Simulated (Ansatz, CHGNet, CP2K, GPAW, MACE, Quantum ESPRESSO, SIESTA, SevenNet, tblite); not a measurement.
# Random packing of B74C26 (at. %) (103 atoms) in CP2K

How do the settings of CP2K change the result for random packing of B74C26 (at. %) (103 atoms)? A plane-wave run serves as the yardstick.

Program: CP2K 2026.2. Level of theory: the method is named at each step. Results are calculated unless marked as measured.

**1. The starting structure**

The cell holds 103 atoms: 76 B and 27 C. Its edges and angles: a = 9.542 Å, b = 9.542 Å, c = 9.542 Å, α = 90.0°, β = 90.0°, γ = 90.0°. 103 atoms (76 B, 27 C) packed at random in a cube at 2.19 g/cm³ and pushed apart as soft spheres; a start for melting by ab initio MD, not an equilibrated structure. Then every atom was moved at random, 0.05 Å r.m.s. a Cartesian component.

The yardstick, on the same geometry:

| Quantity | Value |
| --- | --- |
| method | Kohn-Sham DFT, PBE, SSSP efficiency 1.3.0 pseudopotentials, plane waves (Quantum ESPRESSO 7.5); sssp-pbe-1.3.0-efficiency, cutoffs 45/360 Ry, Γ point |
| r.m.s. force component | 1.344 eV/Å |
| longest force | 5.614 eV/Å |
| pressure | -21.73 GPa |
| time | 3.2 min on 2 MPI ranks of Arm Neoverse N1, shared host |
| CPU time | 6.4 min |

**2. PBE, DZVP-UZH, 450/50 Ry, diagonalisation**

Method: Kohn-Sham DFT, PBE, GTH-PBE pseudopotentials, Gaussian and plane waves, DZVP-MOLOPT (UZH set), diagonalisation.

input.inp

```
&GLOBAL
  PROJECT cell
  RUN_TYPE ENERGY_FORCE
  PRINT_LEVEL LOW
&END GLOBAL
&FORCE_EVAL
  METHOD QS
  STRESS_TENSOR ANALYTICAL
  &DFT
    BASIS_SET_FILE_NAME BASIS_MOLOPT_UZH
    POTENTIAL_FILE_NAME POTENTIAL_UZH
    &MGRID
      CUTOFF 450
      REL_CUTOFF 50
    &END MGRID
    &QS
      EPS_DEFAULT 1.0E-12
    &END QS
    &SCF
      SCF_GUESS ATOMIC
      EPS_SCF 5.0E-06
      MAX_SCF 200
      ADDED_MOS 42
      &DIAGONALIZATION
        ALGORITHM STANDARD
      &END DIAGONALIZATION
      &SMEAR ON
        METHOD FERMI_DIRAC
        ELECTRONIC_TEMPERATURE [K] 580
      &END SMEAR
      &MIXING
        METHOD BROYDEN_MIXING
        ALPHA 0.15
        NBROYDEN 12
      &END MIXING
      &PRINT
        &RESTART OFF
        &END RESTART
      &END PRINT
    &END SCF
    &XC
      &XC_FUNCTIONAL PBE
      &END XC_FUNCTIONAL
    &END XC
    &PRINT
      &MULLIKEN ON
      &END MULLIKEN
      &HIRSHFELD ON
        SHAPE_FUNCTION DENSITY
      &END HIRSHFELD
      &MO ON
        EIGENVALUES T
        OCCUPATION_NUMBERS T
        MO_INDEX_RANGE 157 180
        &EACH
          QS_SCF 0
        &END EACH
        ADD_LAST NUMERIC
      &END MO
    &END PRINT
  &END DFT
  &SUBSYS
    &CELL
      A 9.54210 0.00000 0.00000
      B 0.00000 9.54210 0.00000
      C 0.00000 0.00000 9.54210
    &END CELL
    &TOPOLOGY
      COORD_FILE_NAME structure.xyz
      COORD_FILE_FORMAT XYZ
    &END TOPOLOGY
    &KIND B
      BASIS_SET DZVP-MOLOPT-PBE-GTH-q3
      POTENTIAL GTH-PBE-q3
    &END KIND
    &KIND C
      BASIS_SET DZVP-MOLOPT-PBE-GTH-q4
      POTENTIAL GTH-PBE-q4
    &END KIND
  &END SUBSYS
  &PRINT
    &FORCES ON
    &END FORCES
    &STRESS_TENSOR ON
    &END STRESS_TENSOR
  &END PRINT
&END FORCE_EVAL
```

structure.xyz

```xyz
103

B 4.60826 4.75273 1.51424
B 6.40323 0.45621 0.91785
B 6.95810 5.76839 1.45507
B 5.74692 6.87270 2.34640
B 8.13932 0.83932 8.72320
B 3.68325 9.34925 8.98255
B 0.46833 1.51252 3.19508
B 2.57179 6.16735 1.05564
B 1.65059 1.48084 0.08168
B 6.48624 1.23599 3.73096
B 5.48509 0.31479 6.85371
B 2.45117 4.77086 4.94395
B 3.81903 0.18989 1.93304
B 4.43708 2.05002 3.31349
B 8.76308 3.12704 9.20927
B 2.78601 5.25493 2.81158
B 7.77481 9.04200 5.69062
B 9.24248 4.62506 4.22352
B 3.46626 6.23920 6.78004
B 7.43616 2.98811 8.03464
B 8.42472 1.75718 0.76241
B 3.66006 2.72589 9.14419
B 5.38060 3.27284 2.71893
B 4.00005 6.66678 2.38543
B 1.82550 3.06445 5.09023
B 0.53197 7.36297 3.14641
B 1.94907 2.70614 7.01115
B 2.07083 6.88548 8.29399
B 4.36246 5.40598 4.97315
B 2.30098 1.14248 2.42856
B 8.70383 3.99671 7.68483
B 4.23717 1.37072 8.06832
B 2.58114 4.89767 6.71678
B 8.45401 7.18472 0.45001
B 1.19314 0.04685 3.42361
B 0.43751 1.08914 5.54615
B 2.66902 7.70191 2.08924
B 6.90552 3.82495 4.52830
B 7.44656 5.91820 6.95333
B 4.20492 2.59717 1.36805
B 1.97187 6.96344 6.16649
B 2.08428 8.75908 4.59109
B 6.32947 4.88069 6.37851
B 2.45871 4.60282 9.03169
B 0.49218 2.45785 1.37664
B 7.76765 2.57589 3.42638
B 8.65898 7.88826 4.16608
B 1.73494 8.47997 7.91584
B 9.09744 3.58907 1.75021
B 0.74486 4.10148 8.81041
B 8.57367 8.77005 2.46272
B 0.99505 5.11409 3.08363
B 0.44209 8.77549 8.82606
B 5.26552 1.97684 6.40991
B 4.88059 0.87358 0.11880
B 1.56214 4.77725 1.11251
[... 43 atom lines left out ...]
C 6.85943 7.08949 8.08235
C 1.80556 0.30182 6.99216
C 0.65917 7.66832 5.38022
C 5.29090 5.04205 3.42351
```

The run is started by

```sh
OMP_NUM_THREADS=1 mpirun -np 4 cp2k.psmp -i input.inp > output.txt
```

Numbers of over 12 decimals in the logs are rounded to 6 here.

Log:

```text
CP2K| version string:                                       CP2K version 2026.2
 CP2K| Input file name                                                 input.inp
 GLOBAL| Basis set file name                                    BASIS_MOLOPT_UZH
 GLOBAL| Potential file name                                       POTENTIAL_UZH
 GLOBAL| Run type                                                   ENERGY_FORCE
 GLOBAL| Total number of message passing processes                             4
 GLOBAL| Number of threads for this process                                    1
 TOTAL NUMBERS AND MAXIMUM NUMBERS
  Total number of            - Atomic kinds:                                   2
                             - Atoms:                                        103
                             - Shell sets:                                   103
                             - Shells:                                       515
                             - Primitive Cartesian functions:                515
                             - Cartesian basis functions:                   1442
                             - Spherical basis functions:                   1339
  Maximum angular momentum of- Orbital basis functions:                        2
                             - Local part of the GTH pseudopotential:          2
                             - Non-local part of the GTH pseudopotential:      0
 SCF PARAMETERS         Density guess:                                    ATOMIC
                        max_scf:                                             200
                        eps_scf:                                        5.00E-06
                        added MOs                                        42    0
                        Mixing method:                            BROYDEN_MIXING
                                                charge density mixing in g-space
                        Smear method:                                FERMI_DIRAC
                        Electronic temperature [K]:                        580.0
                        Electronic temperature [a.u.]:                  1.84E-03
                        Accuracy threshold:                             1.00E-10
 Extrapolation method: initial_guess
 Number of electrons:                                                        336
 Number of occupied orbitals:                                                168
 Number of molecular orbitals:                                               210
 Number of orbital functions:                                               1339
 Number of independent orbital functions:                                   1339
 SCF WAVEFUNCTION OPTIMIZATION
  Step     Update method      Time    Convergence         Total energy    Change
     1 NoMix/Diag. 0.15E+00   10.6     0.97363581      -374.4065762636 -3.74E+02
     2 Broy./Diag. 0.15E+00   14.7     0.14312819      -353.5402449800  2.09E+01
     3 Broy./Diag. 0.15E+00   14.7     0.09514454      -355.5968164168 -2.06E+00
     4 Broy./Diag. 0.15E+00   14.7     0.06444710      -358.4440292115 -2.85E+00
[...]
17 Broy./Diag. 0.15E+00   14.8     0.00000676      -361.9117937557 -6.53E-05
    18 Broy./Diag. 0.15E+00   15.6     0.00000333      -361.9118518948 -5.81E-05
  *** SCF run converged in    18 steps ***
  Electronic density on regular grids:       -335.9999999999        0.0000000001
  Core density on regular grids:              335.9999999994       -0.0000000006
  Total charge density on r-space grids:       -0.0000000005
  Total charge density g-space grids:          -0.0000000005
  Overlap energy of the core charge distribution:               1.44856e-05
  Self energy of the core charge distribution:               -820.090967
  Core Hamiltonian energy:                                    246.398205
  Hartree energy:                                             334.250399
  Exchange-correlation energy:                               -122.457292
  Electronic entropic energy:                                  -0.012212
  Fermi energy:                                                 0.244224
  Total energy:                                              -361.911852
  Total energy (extrapolated to T->0):                       -361.905746
 MO| EIGENVALUES AND OCCUPATION NUMBERS
 MO|
 MO|  Index      Eigenvalue [a.u.]        Eigenvalue [eV]             Occupation
 MO|    157               0.218278               5.939650               1.999999
 MO|    158               0.218915               5.956973               1.999998
 MO|    159               0.219360               5.969093               1.999997
[...]
MO|    179               0.268229               7.298879               0.000004
 MO|    180               0.269631               7.337033               0.000002
 MO| Sum:                                                             336.000000
 MO| E(Fermi):            0.244224 a.u.          6.645683 eV
 !-----------------------------------------------------------------------------!
                     Mulliken Population Analysis
 #  Atom  Element  Kind  Atomic population                           Net charge
       1     B        1          2.896083                              0.103917
       2     B        1          2.927831                              0.072169
       3     B        1          2.918836                              0.081164
[...]
102     C        2          4.074789                             -0.074789
     103     C        2          4.082521                             -0.082521
 # Total charge                            336.000000                  0.000000
 !-----------------------------------------------------------------------------!
 !-----------------------------------------------------------------------------!
                           Hirshfeld Charges
  #Atom  Element  Kind  Ref Charge     Population                    Net charge
      1       B      1       3.000          2.901                         0.099
      2       B      1       3.000          2.964                         0.036
      3       B      1       3.000          2.957                         0.043
[...]
102       C      2       4.000          4.027                        -0.027
    103       C      2       4.000          4.024                        -0.024
  Total Charge                                                           -0.000
 !-----------------------------------------------------------------------------!
 ENERGY| Total FORCE_EVAL ( QS ) energy [hartree]           -361.911980
 FORCES| Atomic forces [hartree/bohr]
 FORCES|   Atom     x               y               z               |f|
 FORCES|      1  2.72345475E-04  1.82848187E-02  2.03581723E-02   2.73653786E-02
 FORCES|      2 -2.46635295E-02  3.72389333E-02 -6.81169296E-04   4.46709283E-02
 FORCES|      3  2.67891950E-03 -4.95445697E-03 -1.64264577E-03   5.86698719E-03
[...]
FORCES|    102  1.90118941E-03 -6.29737586E-02  4.30445941E-03   6.31493243E-02
 FORCES|    103 -4.29860171E-03 -3.12318093E-02  2.50027683E-02   4.02373248E-02
 FORCES| Sum    -6.74314514E-05  2.40832739E-05  9.54137477E-05
 FORCES| Total atomic force                                       1.19292866E-04
 STRESS| Analytical stress tensor [bar]
 STRESS|                        x                   y                   z
 STRESS|      x       -1.76893789593E+05   3.09357297459E+04  -1.18360977070E+04
 STRESS|      y        3.09357297459E+04  -2.04232076320E+05   3.60035831673E+04
 STRESS|      z       -1.18360977070E+04   3.60035831673E+04  -2.52596395763E+05
 STRESS| 1/3 Trace                                            -2.11240753892E+05
```

It took 5.2 min on 4 MPI ranks of Arm Neoverse N1, shared host; peak memory 2.7 GiB.

Banners, paths, timers and routine set-up lines are dropped from the logs unmarked, and long logs keep their key lines alone; longer cuts are marked.

Compared with the plane-wave run:

| Item | Value |
| --- | --- |
| r.m.s. force component | 1.36 eV/Å |
| r.m.s. difference of force components | 47.51 meV/Å |
| longest difference of force vectors | 196.6 meV/Å |
| force difference over r.m.s. force | 3.535 % |
| slope of forces against the reference's | 1.012 |
| correlation of force components | 0.9994 |
| pressure | -21.12 GPa |
| pressure difference | 0.6036 GPa |

Length of the force difference by element (eV/Å):

```
element  atoms   mean  most
      B     76  0.065  0.15
      C     27  0.093  0.20
```

Local excerpt of 9 atoms (numbers count through the whole input) about B71, whose charge lies farthest from its element's mean; x, y, z are measured from there.

```
atom      x      y      z  distance (Å)  Hirshfeld charge (e)     Fx     Fy  Fz (eV/Å)
 B71   0.00   0.00   0.00          0.00                  0.12  -2.33  -0.85      -0.15
 C97   0.07  -1.54   0.74          1.71                 -0.05   2.01   3.24      -1.41
 C95  -1.77   0.96  -0.43          2.06                 -0.02   0.30   1.26       1.44
 B20   1.16  -1.61  -0.64          2.09                 -0.03  -2.61  -0.14       1.33
 B43   0.05   0.28  -2.30          2.32                 -0.04  -0.23  -1.99      -1.46
 B39   1.17   1.32  -1.72          2.46                 -0.03   1.12   2.14       2.08
C100   0.58   2.49  -0.60          2.62                 -0.06   1.99   2.20      -2.23
  B3   0.68   1.17   2.32          2.68                  0.04   0.14  -0.25      -0.08
 B31   2.42  -0.60  -0.99          2.69                 -0.04   0.40  -0.54      -0.31
```

Forces lie 3.5 % from the reference's, at 3.2 times its CPU time (on 4 against 2 cores).

(Part 1 of 2 ends here.)

[Also dropped from logs without a mark: logging warnings of Python, and SIESTA's first energy breakdown and zero terms.]

[Logs are printed without paths, hosts, clocks, repeated set-up lines and the standing remarks that a program may print on its own settings, such as how far it seeks lower states.]

[Hosts, paths, dates, database ids (printed as entryN), source tags and the programs' standing remarks are cut or masked in the printed files.]
